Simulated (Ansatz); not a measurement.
# What LiMgF3 (model cell, started as cubic perovskite with Mg in the octahedra) distorts into

Which phase does LiMgF3 (model cell, started as cubic perovskite with Mg in the octahedra) fall into along its unstable mode, and how much energy does it gain?

Main program and level: Ansatz 0.2.0; DFT PBEsol, scalar-relativistic, plane waves, PAW; PAW set soft_1.

The structure was built from a prototype and need not be the compound's stable phase.

## (1) The structure

The structure is cubic, space group Pm-3m (No. 221). The conventional cell has a = 3.873 Å, b = 3.873 Å, c = 3.873 Å, α = 90.00°, β = 90.00°, γ = 90.00°. Nearest to Li lie 12 F at 2.74 Å. Mg has 6 F at 1.94 Å nearest. Nearest to F lie 2 Mg at 1.94 Å. Farther neighbours and most contacts between anions are not listed.

## (2) Response at finite wavevector

The cell comes from relaxations at this level that are not shown. Stability and thermal properties need the whole zone. Linear response on a 4×4×4 q mesh gives force constants as far as a supercell of that size would, and the tensors from the zone-centre run are typed in so that the long-range dipole term is interpolated apart.

Input file input.yaml:

```yaml
crystal:
  lattice:
    - [3.8727366541, 0.0, 0.0]
    - [0.0, 3.8727366541, 0.0]
    - [0.0, 0.0, 3.8727366541]
  atoms:
    - { symbol: Li, position: [0.0, 0.0, 0.0] }
    - { symbol: Mg, position: [0.5, 0.5, 0.5] }
    - { symbol: F, position: [0.5, 0.5, 0.0] }
    - { symbol: F, position: [0.5, 0.0, 0.5] }
    - { symbol: F, position: [0.0, 0.5, 0.5] }
kpoints:
  mp_grid: { grid: [8, 8, 8] }
hamiltonian:
  xc: pbesol
  pseudopotentials: { kind: paw, azcp: { folder: soft_1 }, xc_functional: pbe }
scf:
  occupations: { method: fixed }
output:
  eigenvalues: true
phonons:
  method: dfpt
  qmesh: [4, 4, 4]
  temperatures: { t_max: 1000, t_step: 50 }
  qpath:
    path:
      - [[0.0, 0.0, 0.0], [0.0, 0.5, 0.0], [0.5, 0.5, 0.0], [0.0, 0.0, 0.0], [0.5, 0.5, 0.5], [0.0, 0.5, 0.0]]
      - [[0.5, 0.5, 0.5], [0.5, 0.5, 0.0]]
    npoints: 10
  non_analytic_term:
    high_frequency_dielectric_tensor: [[1.9891, 0.0, 0.0], [0.0, 1.9891, 0.0], [0.0, 0.0, 1.9891]]
    born_effective_charges:
      - { species: Li, tensor: [[1.2038, 0.0, 0.0], [0.0, 1.2038, 0.0], [0.0, 0.0, 1.2038]] }
      - { species: Mg, tensor: [[1.886, 0.0, 0.0], [0.0, 1.886, 0.0], [0.0, 0.0, 1.886]] }
      - { species: F, tensor: [[-0.9062, 0.0, 0.0], [0.0, -0.9062, 0.0], [0.0, 0.0, -1.2774]] }
      - { species: F, tensor: [[-0.9062, 0.0, 0.0], [0.0, -1.2774, 0.0], [0.0, 0.0, -0.9062]] }
      - { species: F, tensor: [[-1.2774, 0.0, 0.0], [0.0, -0.9062, 0.0], [0.0, 0.0, -0.9062]] }
    source: "zone-centre run at this cell"
```

The run is started by

```bash
> ansatz run input.yaml --threads 8 --pin off --max-ram 16384MiB --backend cpu --events-out ev --progress --plain --runs-dir out
```

Numbers of over 12 decimals in the logs are rounded to 6 here.

Log:

```text
Engine: ansatz 0.2.0, x86_64-unknown-linux-gnu
Pseudopotentials: kind: paw
Pseudopotential: Li, paw, valence charge 3, recommended cutoff 420 eV (normal), soft_1/Li.paw.azcp
Pseudopotential: Mg, paw, valence charge 10, recommended cutoff 420 eV (normal), soft_1/Mg.paw.azcp
Pseudopotential: F, paw, valence charge 7, recommended cutoff 420 eV (normal), soft_1/F.paw.azcp
Functional definition: PBEsol
  exchange = pbesol_x
  correlation = pbesol_c
Crystal: 5 atoms, lattice volume = 58.084 Å³
Basis set: ecut = 420 eV, 1141 PW (Γ), exchange–correlation on 54×54×54 points (8 copies of the dense FFT grid, shifted against one another)
Bands: 22, of which v1, the nominal top of the filled ones, is band 17 counted from 1 (16 counted from 0)
Symmetry: 48 space group operations
k-points: 35 of 512
Non-local potential: Li, projectors of the file, l = 0: 3, l = 1: 2, l = 2: 1
Non-local potential: Mg, projectors of the file, l = 0: 3, l = 1: 2, l = 2: 1
Non-local potential: F, projectors of the file, l = 0: 2, l = 1: 2, l = 2: 1
PAW form: soft (Blöchl's): semilocal exchange-correlation on the pseudo side does not see the compensation charge
PAW frozen core: Mg, regenerated for the run's functional, and the local potential with it (the file was generated under x = pbe(κ = 0.804, μ = 0.219515), c = pbe(β = 0.066725))
PAW frozen core: F, regenerated for the run's functional, and the local potential with it (the file was generated under x = pbe(κ = 0.804, μ = 0.219515), c = pbe(β = 0.066725))
PAW one-centre angular grid: Li, 110 points (default); XC on 64 Gauss nodes
PAW one-centre angular grid: Mg, 110 points (default); XC on 64 Gauss nodes
PAW one-centre angular grid: F, 110 points (default); XC on 64 Gauss nodes
Initial density: superposition of atomic densities (chi_scale 0.1, normalization cell, long waves kept (reshape's long-wave potential 0.01 eV rms))
Initial wavefunctions: pseudopotential atomic-orbital guess
Functional: x = pbesol(κ = 0.804, μ = 0.123457), c = pbesol(β = 0.046)
SCF iter   1: F=—  HF=-4524.809570 eV  |F-HF|=—  |Δ(HF+E_count)|=         —  Δρ=1.02e-1  dr2=4.24e0  ethr=3.10e-3  ⟨swp⟩=4.4  Hψ=3356  notcnv=0  defer=71
preconditioner: auto → Resta (q_TF=auto, 2.495 Å⁻¹)  ε∞=3.0  [insulator: Δε(μ)=4.968 eV  Ē_g=16.673 eV  n_scr=18 (ndim 8)  ℏωp=23.9 eV  f_vac=0.000  ε∞_Penn≈3.0]
SCF iter   2: F=—  HF=-4523.712983 eV  |F-HF|=—  |Δ(HF+E_count)|=    1.10e0  Δρ=4.46e-2  dr2=1.07e0  ethr=3.10e-3  ⟨swp⟩=2.0  Hψ=1742  notcnv=0  defer=68
SCF iter   3: F=—  HF=-4523.492594 eV  |F-HF|=—  |Δ(HF+E_count)|=   2.20e-1  Δρ=1.84e-2  dr2=1.89e-1  ethr=3.10e-3  ⟨swp⟩=2.6  Hψ=1382  notcnv=0  defer=86
SCF iter   4: F=—  HF=-4523.441017 eV  |F-HF|=—  |Δ(HF+E_count)|=   5.16e-2  Δρ=3.95e-3  dr2=1.32e-2  ethr=5.57e-4  ⟨swp⟩=2.0  Hψ=1305  notcnv=0  defer=95
SCF iter   5: F=—  HF=-4523.439653 eV  |F-HF|=—  |Δ(HF+E_count)|=   1.36e-3  Δρ=1.26e-3  dr2=9.44e-4  ethr=3.88e-5  ⟨swp⟩=2.3  Hψ=1331  notcnv=0  defer=97
SCF iter   6: F=—  HF=-4523.439959 eV  |F-HF|=—  |Δ(HF+E_count)|=   3.06e-4  Δρ=2.01e-4  dr2=2.81e-5  ethr=2.78e-6  ⟨swp⟩=2.1  Hψ=1146  notcnv=0  defer=98
SCF iter   7: F=—  HF=-4523.439970 eV  |F-HF|=—  |Δ(HF+E_count)|=   1.07e-5  Δρ=5.39e-5  dr2=9.07e-7  ethr=8.27e-8  ⟨swp⟩=2.1  Hψ=1277  notcnv=0  defer=67
SCF iter   8: F=—  HF=-4523.439971 eV  |F-HF|=—  |Δ(HF+E_count)|=   1.40e-6  Δρ=7.58e-6  dr2=2.14e-8  ethr=2.67e-9  ⟨swp⟩=2.0  Hψ=1255  notcnv=0  defer=36
SCF iter   9: F=—  HF=-4523.439971 eV  |F-HF|=—  |Δ(HF+E_count)|=   2.70e-8  Δρ=1.28e-6  dr2=6.78e-10  ethr=6.30e-11  ⟨swp⟩=2.0  Hψ=1295  notcnv=0  defer=36
SCF iter  10: F=—  HF=-4523.439971 eV  |F-HF|=—  |Δ(HF+E_count)|=  9.93e-10  Δρ=2.72e-7  dr2=3.06e-11  ethr=1.99e-12  ⟨swp⟩=2.0  Hψ=1223  notcnv=0  defer=36
SCF iter  11: F=-4523.439971 eV  HF=-4523.439971 eV  |F-HF|=2.73e-12  |Δ(HF+E_count)|=  5.00e-11  Δρ=4.95e-8  dr2=1.00e-12  ethr=1.00e-12  ⟨swp⟩=11.0  Hψ=4113  notcnv=0
SCF 1 converged in 11 iterations: F = -4523.439971 eV  dr2 = 1.00e-12
  greatest PAW one-centre occupation: 1.000 electrons in one spin orbital (limit 2), on the Mg atom at site 1 (counted from 0), in its partial waves of l = 0
NSCF: frozen V_eff on 35 k-points
NSCF: frozen V_eff on 125 k-points
DFPT response loops at q = (0, 0, 0) (fractional): preconditioner auto → none (the input reference at scf.mixing.eps_inf says where Resta's filter doesn't serve); β = 0.50; Broyden in place of MSR1
NSCF: frozen V_eff on 400 k-points
DFPT response loops at q = (0, 0, 0.25) (fractional): mixed as the last ones told, above
NSCF: frozen V_eff on 250 k-points
DFPT response loops at q = (0, 0, -0.5) (fractional): mixed as the last ones told, above
NSCF: frozen V_eff on 640 k-points
DFPT response loops at q = (0, 0.25, 0.25) (fractional): mixed as the last ones told, above
NSCF: frozen V_eff on 400 k-points
DFPT response loops at q = (0, 0.25, -0.5) (fractional): mixed as the last ones told, above
NSCF: frozen V_eff on 250 k-points
DFPT response loops at q = (0, -0.5, -0.5) (fractional): mixed as the last ones told, above
NSCF: frozen V_eff on 1024 k-points
DFPT response loops at q = (0.25, 0.25, 0.25) (fractional): mixed as the last ones told, above
NSCF: frozen V_eff on 640 k-points
DFPT response loops at q = (0.25, 0.25, -0.5) (fractional): mixed as the last ones told, above
NSCF: frozen V_eff on 400 k-points
DFPT response loops at q = (0.25, -0.5, -0.5) (fractional): mixed as the last ones told, above
NSCF: frozen V_eff on 250 k-points
DFPT response loops at q = (-0.5, -0.5, -0.5) (fractional): mixed as the last ones told, above
SCF converged after 11 iterations
Free energy (F): -4523.439971 eV
Harris-Foulkes:  -4523.439971 eV  (|F-HF|=2.73e-12)
Internal energy: -4523.439971 eV  (E = F + TS)
E sigma→0 (E₀):  -4523.439971 eV
Fermi energy:    0.931924 eV
--- Per-component energies (eV) ---
  E_band       = -561.102460
  E_kinetic    = 682.161151
  E_local      = -3942.291870  (includes V_loc(G=0)·N_el)
  E_nonlocal   = 437.777642
  E_hartree    = 1439.295770
  E_xc         = -264.772270
  E_vxc        = -341.946105  (∫ρ·V_xc dr)
  E_paw        = -906.235030  (= ΣΔE_a)
  E_vpaw       = -275.396491  (= ΣTr[D̂ρ^β])
  E_aug_tail   = 0.001661  (compensation charges beyond the density's cutoff)
  E_ewald      = -1969.563217
  E_core_change = 0.186190  (= ΣΔE_core)
  E_smearing   = -0.000000  (= −TS)
  E_closure    = -0.000000  (closes the sum)
  Σ components = -4523.439971   (vs F -4523.439971, Δ=0.00e0)
--- Band table (eV; the first three rows and the last of 35) ---
  k-point 0: bands = [... 13 lower, 0.2347, 0.4396, 0.4396, 0.4396, 6.8136, 13.9627, 13.9627, 13.9627, ... 1 higher]
  k-point 1: bands = [... 13 lower, 0.2030, 0.2684, 0.4145, 0.4145, 7.0463, 12.9157, 13.8491, 13.8491, ... 1 higher]
  k-point 2: bands = [... 13 lower, 0.0561, 0.1275, 0.3892, 0.3892, 7.6581, 11.6717, 13.6051, 13.6051, ... 1 higher]
  k-point 34: bands = [... 13 lower, -0.2769, 0.9319, 0.9319, 0.9319, 10.7911, 12.2973, 12.2973, 12.2973, ... 1 higher]
--- Phonons (Γ-DFPT): 4 representative perturbations + reference (Σ response iterations 14) ---
  ASR residual: 1.278e-3 → 0.000e0 eV/Å²; symmetrization residual: 1.417e-6 eV/Å²
  ASR residual per site (eV/Å²): 9.28e-5 1.28e-3 8.94e-4 8.94e-4 8.94e-4
  Γ frequencies (cm⁻¹): -228.19 -228.19 -228.19 0.00 0.00 0.00 89.72 89.72 89.72 293.86 293.86 293.86 572.16 572.16 572.16
--- Phonons (arbitrary-q DFPT): 10 irreducible q on the 4×4×4 mesh ---
  q = [0.0000, 0.0000, 0.0000] (star 1, of the zone-centre solve; hermiticity 1.79e-7, symmetrization 4.79e-13): -228.19 -228.19 -228.19 -0.00 0.00 0.00 89.72 89.72 89.72 293.86 293.86 293.86 572.16 572.16 572.16
  q = [0.0000, 0.0000, 0.2500] (star 6, 9 solved perturbations in 1560 linear systems a pass and spin channel, the states on 200 of 512 k-point pairs; hermiticity 1.53e-7, symmetrization 5.06e-13): -220.25 -220.25 38.30 38.30 101.14 123.38 123.38 146.49 223.57 276.84 276.84 374.00 571.31 571.31 622.89
  q = [0.0000, 0.0000, -0.5000] (star 3, 9 solved perturbations in 975 linear systems a pass and spin channel, the states on 125 of 512 k-point pairs; hermiticity 1.90e-7, symmetrization 3.37e-13): -211.55 -211.55 -4.85 -4.85 111.05 176.11 176.11 209.84 225.93 247.13 247.13 481.16 534.40 570.45 570.45
  q = [0.0000, 0.2500, 0.2500] (star 12, 9 solved perturbations in 2460 linear systems a pass and spin channel, the states on 320 of 512 k-point pairs; hermiticity 1.44e-7, symmetrization 1.18e-13): -216.91 -210.50 -77.26 -71.61 97.19 116.78 148.41 192.84 214.46 261.35 365.23 375.83 528.33 570.48 625.54
  q = [0.0000, 0.2500, -0.5000] (star 12, 15 solved perturbations on 200 of 512 k-point pairs; hermiticity 1.28e-7, symmetrization 3.67e-14): -209.13 -199.03 -135.83 -104.19 89.47 159.92 180.39 204.52 235.31 249.63 367.93 479.88 480.59 569.63 585.63
  q = [0.0000, -0.5000, -0.5000] (star 3, 9 solved perturbations in 975 linear systems a pass and spin channel, the states on 125 of 512 k-point pairs; hermiticity 1.26e-7, symmetrization 2.07e-13): -203.07 -203.07 -182.77 -161.66 138.10 138.10 215.96 219.98 219.98 273.67 435.14 479.01 479.01 546.06 568.81
  q = [0.2500, 0.2500, 0.2500] (star 8, 4 solved perturbations in 1376 linear systems a pass and spin channel, the states on 512 of 512 k-point pairs; hermiticity 1.26e-7, symmetrization 4.94e-13): -215.06 -215.06 -93.09 -85.25 -58.89 -58.89 220.71 220.71 221.34 346.63 346.63 380.72 527.35 527.35 627.50
  q = [0.2500, 0.2500, -0.5000] (star 12, 9 solved perturbations in 2460 linear systems a pass and spin channel, the states on 320 of 512 k-point pairs; hermiticity 1.27e-7, symmetrization 2.63e-13): -213.09 -196.59 -170.38 -122.51 -83.03 -41.52 227.70 261.70 267.01 316.82 367.17 469.18 469.62 526.41 601.07
  q = [0.2500, -0.5000, -0.5000] (star 6, 9 solved perturbations in 1560 linear systems a pass and spin channel, the states on 200 of 512 k-point pairs; hermiticity 1.32e-7, symmetrization 6.58e-14): -206.56 -206.56 -200.04 -162.02 -100.78 -100.78 276.39 276.39 292.17 314.16 434.80 458.80 458.80 497.54 583.28
  q = [-0.5000, -0.5000, -0.5000] (star 1, 4 solved perturbations in 350 linear systems a pass and spin channel, the states on 125 of 512 k-point pairs; hermiticity 2.02e-8, symmetrization 5.60e-13): -213.99 -213.99 -213.99 -162.39 -162.39 -162.39 308.19 308.19 308.19 434.45 434.45 436.76 436.76 436.76 569.77
  sum rule: each row above includes the acoustic sum rule's correction from the zone centre's row sums; it moved no ω² by more than (3.78 cm⁻¹)²
  mesh force constants: q→R imaginary residual 7.04e-19; ASR residual 1.278e-3 → 0.000e0 eV/Å²; symmetrization residual 7.105e-15 eV/Å²
  interpolated dispersion: 63 rows × 15 modes
  density of states and harmonic sums: on the 16×16×16 q-mesh, interpolated from the force constants of a 4×4×4 supercell (with the dipole–dipole term of supplied tensors)
  largest difference from the sums on the solved wave vectors: F 1.38e-1 eV, S 1.85e-4 and C_V 4.81e-5 eV/K
  zero-point energy: 0.219579 eV/cell   skipped modes (ω ≤ 0): 678, of them read as no rigid motion or as one in doubt: 675 (4.132e0 modes/cell left out, lowest -228.19 cm⁻¹)   left out of the sums: 2.76e-1 of the cell's modes: C_V's classical limit lies that fraction below 3 k_B per atom; for a crystal, a wire or a layer, F and S can be off by more, and a phonons.interpolated_qmesh denser along its periods is the remedy for the sampling
```

Wall time 2.1 min (8 threads of INTEL XEON PLATINUM 8581C at 2.30GHz (Emerald Rapids), shared host); peak memory 1.7 GiB; 15 min of CPU time.

Reading the cycles: dr2 is the Hartree energy of the density residual (eV), the measure of convergence; HF is the Harris–Foulkes estimate of the energy, which meets the free energy F at convergence.

This step gave:

| Item | Value |
| --- | --- |
| gap on the k-mesh | 5.882 eV |
| volume per atom | 11.62 Å³ |
| sum-rule residual before enforcement | 0.001278 eV/Å² |
| lowest frequency on the path | -228.2 cm⁻¹ |
| point group | m-3m |
| highest frequency on the path or at a solved wavevector | 662.6 cm⁻¹ |
| highest optical mode at the zone centre (no LO-TO term) | 572.2 cm⁻¹ |
| lowest optical zone-centre mode | -228.2 cm⁻¹ |
| lowest mode on the q mesh (acoustic modes at Γ apart) | -228.2 cm⁻¹ |

Frequencies (cm⁻¹) solved at each irreducible wavevector; negative means imaginary. Frequencies by wavevector, by row:

```csv
q in reciprocal lattice units,star,mode 1,mode 2,mode 3,mode 4,mode 13,mode 14,mode 15
0 0 0,1,-228.2,-228.2,-228.2,0,572.2,572.2,572.2
0 0 0.25,6,-220.2,-220.2,38.3,38.3,571.3,571.3,622.9
0 0 -0.5,3,-211.6,-211.6,-4.8,-4.8,534.4,570.5,570.5
0 0.25 0.25,12,-216.9,-210.5,-77.3,-71.6,528.3,570.5,625.5
0 0.25 -0.5,12,-209.1,-199,-135.8,-104.2,480.6,569.6,585.6
0 -0.5 -0.5,3,-203.1,-203.1,-182.8,-161.7,479,546.1,568.8
0.25 0.25 0.25,8,-215.1,-215.1,-93.1,-85.2,527.4,527.4,627.5
0.25 0.25 -0.5,12,-213.1,-196.6,-170.4,-122.5,469.6,526.4,601.1
0.25 -0.5 -0.5,6,-206.6,-206.6,-200,-162,458.8,497.5,583.3
-0.5 -0.5 -0.5,1,-214,-214,-214,-162.4,436.8,436.8,569.8
```

Interpolated from a 4×4×4 q mesh, with the LO-TO term (at Γ the limit along the path; where Γ stands inside the path, tables give the limit on arrival). The phonon branches at the labelled points (cm⁻¹):

```csv
point,branch 1,branch 2,branch 3,branch 4,branch 12,branch 13,branch 14,branch 15
Γ,-228,-228,0,0,334,572,572,663
halfway,-220,-220,38,38,374,571,571,623
X,-212,-212,-5,-5,481,534,570,570
halfway,-209,-199,-136,-104,480,481,570,586
M,-203,-203,-183,-162,479,479,546,569
halfway,-217,-210,-77,-72,376,528,570,626
Γ,-228,-228,0,0,334,572,572,663
halfway,-215,-215,-93,-85,381,527,527,628
R,-214,-214,-214,-162,437,437,437,570
halfway,-213,-197,-170,-122,469,470,526,601
X,-212,-212,-5,-5,481,534,570,570
jump to R,-214,-214,-214,-162,437,437,437,570
halfway,-207,-207,-200,-162,459,459,498,583
M,-203,-203,-183,-162,479,479,546,569
```

Symmetry leaves 10 wavevectors to solve. The lowest mode among them, the acoustic zeros apart, lies at Γ and is imaginary, 228.2i cm⁻¹, so the energy falls along it.

## (3) The mode frozen in, largest atomic shift 0 Å

The mode followed lies at Γ with frequency 228.2i cm⁻¹ and is 3-fold degenerate, the softest among the wavevectors solved. At small amplitude the distorted cell has space group no. 160 by a symmetry search on the positions. The undistorted cell that holds it gives the zero of energy on the same k mesh.

input.yaml, the sections that differ from step 2:

```yaml
scf:
  occupations: { method: gaussian, width: 0.02 }
output:
  forces: true
  stress: true
  eigenvalues: true
# crystal, kpoints, hamiltonian: as in step 2
# phonons: removed
```

Log:

```text
[...]
Crystal: 5 atoms, lattice volume = 58.084 Å³
Basis set: ecut = 420 eV, 1141 PW (Γ), exchange–correlation on 54×54×54 points (8 copies of the dense FFT grid, shifted against one another)
Bands: 22, of which v1, the nominal top of the filled ones, is band 17 counted from 1 (16 counted from 0)
Symmetry: 48 space group operations
[...]
k-points: 35 of 512
[...]
--- Band table (eV; the first three rows and the last of 35) ---
  k-point 0: bands = [... 13 lower, 0.2347, 0.4397, 0.4397, 0.4397, 6.8137, 13.9626, 13.9626, 13.9626]
  k-point 1: bands = [... 13 lower, 0.2031, 0.2684, 0.4146, 0.4146, 7.0464, 12.9157, 13.8491, 13.8491]
  k-point 2: bands = [... 13 lower, 0.0562, 0.1275, 0.3893, 0.3893, 7.6581, 11.6717, 13.6050, 13.6050]
  k-point 34: bands = [... 13 lower, -0.2768, 0.9320, 0.9320, 0.9320, 10.7910, 12.2973, 12.2973, 12.2973]
[key lines of the parts left out:]
SCF converged after 8 iterations
Free energy (F): -4523.439971 eV
Fermi energy:    3.872857 eV
P = ⅓ Tr σ = -0.0073 GPa (-0.073 kbar)
```

The job ended after 0.37 s (8 threads; peak memory 0.39 GiB; 1.7 s of CPU time).

This step gave:

```
pressure                         : -0.007339 GPa
energy from the undistorted cell : 0 meV/atom
```

At this level the gap is 5.88 eV on the k-mesh of the self-consistent run, which can miss the band edges.

## (4) The mode frozen in, largest atomic shift 0.6 Å

The atoms are moved along the unstable eigenvector, the largest shift by 0.6 Å, with the cell fixed.

input.yaml, the sections that differ from step 3:

```yaml
crystal:
  lattice:
    - [3.8727366541, 0.0, 0.0]
    - [0.0, 3.8727366541, 0.0]
    - [0.0, 0.0, 3.8727366541]
  atoms:
    - { symbol: Li, position: [0.0894484166, -0.0894484166, -0.0894484166] }
    - { symbol: Mg, position: [0.502722594, 0.497277406, 0.497277406] }
    - { symbol: F, position: [0.4824434872, 0.5175565128, 0.0010449952] }
    - { symbol: F, position: [0.4824434872, 0.0010449952, 0.5175565128] }
    - { symbol: F, position: [-0.0010449952, 0.5175565128, 0.5175565128] }
# kpoints, hamiltonian, scf, output: as in step 3
```

Log:

```text
[...]
Crystal: 5 atoms, lattice volume = 58.084 Å³
Basis set: ecut = 420 eV, 1141 PW (Γ), exchange–correlation on 54×54×54 points (8 copies of the dense FFT grid, shifted against one another)
Bands: 22, of which v1, the nominal top of the filled ones, is band 17 counted from 1 (16 counted from 0)
Symmetry: 6 space group operations
[...]
k-points: 65 of 512 (time reversal used)
[...]
--- Band table (eV; the first three rows and the last of 65) ---
  k-point 0: bands = [... 13 lower, 0.1312, 0.2497, 0.3064, 0.3064, 6.9234, 13.5709, 13.5709, 13.7078]
  k-point 1: bands = [... 13 lower, 0.1006, 0.1173, 0.2598, 0.2743, 7.1484, 13.0228, 13.6278, 13.7985]
  k-point 2: bands = [... 13 lower, -0.1403, -0.0019, 0.2278, 0.2326, 7.7456, 11.9524, 13.7094, 14.0987]
  k-point 64: bands = [... 13 lower, -0.4284, 0.7157, 0.7157, 0.8227, 10.2882, 12.6945, 12.6945, 13.9022]
[key lines of the parts left out:]
SCF converged after 8 iterations
Free energy (F): -4523.682317 eV
Fermi energy:    3.873061 eV
P = ⅓ Tr σ = 0.9611 GPa (9.611 kbar)
```

Run time: 0.73 s. Hardware: 8 threads; peak memory 0.48 GiB.

This step gave:

- pressure: 0.9611 GPa
- gap on the k-mesh: 6.101 eV
- energy from the undistorted cell: -48.47 meV/atom

The energy, extrapolated to zero smearing, is -48.47 meV/atom against the undistorted cell.

The run ends at a pressure of 0.96 GPa, with forces up to 0.48 eV/Å.

## (5) Energy along the mode, all amplitudes (two of the runs are shown above)

An imaginary frequency means negative curvature, so the energy should fall and then rise again as anharmonic terms take over.

This step gave:

```yaml
depth_at_the_lowest_point_sampled: 48.47 meV/atom
largest_atomic_shift_at_that_point: 0.6 Å
```

Energy from the parent against largest atomic shift:

| largest atomic shift (Å) | energy from the parent (meV/atom) |
| --- | --- |
| 0.000 | 0 |
| 0.040 | -0.258 |
| 0.080 | -1.03 |
| 0.140 | -3.14 |
| 0.220 | -7.67 |
| 0.320 | -15.9 |
| 0.450 | -29.9 |
| 0.600 | -48.5 |

Displacement at unit largest shift by atom:

```csv
atom,x (Å),y (Å),z (Å),size
Li1,0.577,-0.577,-0.577,0.999
Mg2,0.018,-0.018,-0.018,0.031
F3,-0.113,0.113,0.007,0.160
F4,-0.113,0.007,0.113,0.160
F5,-0.007,0.113,0.113,0.160
```

The lowest of the steps tried is the last one, at 0.6 Å, 48.5 meV/atom below the parent; the bottom of the well need not coincide with a step.

(Continued in part 2 of 3.)

[Logs are printed without paths, hosts, clocks, repeated set-up lines and the standing remarks that a program may print on its own settings, such as how far it seeks lower states.]

[Hosts, paths, dates, database ids (printed as entryN), source tags and the programs' standing remarks are cut or masked in the printed files.]
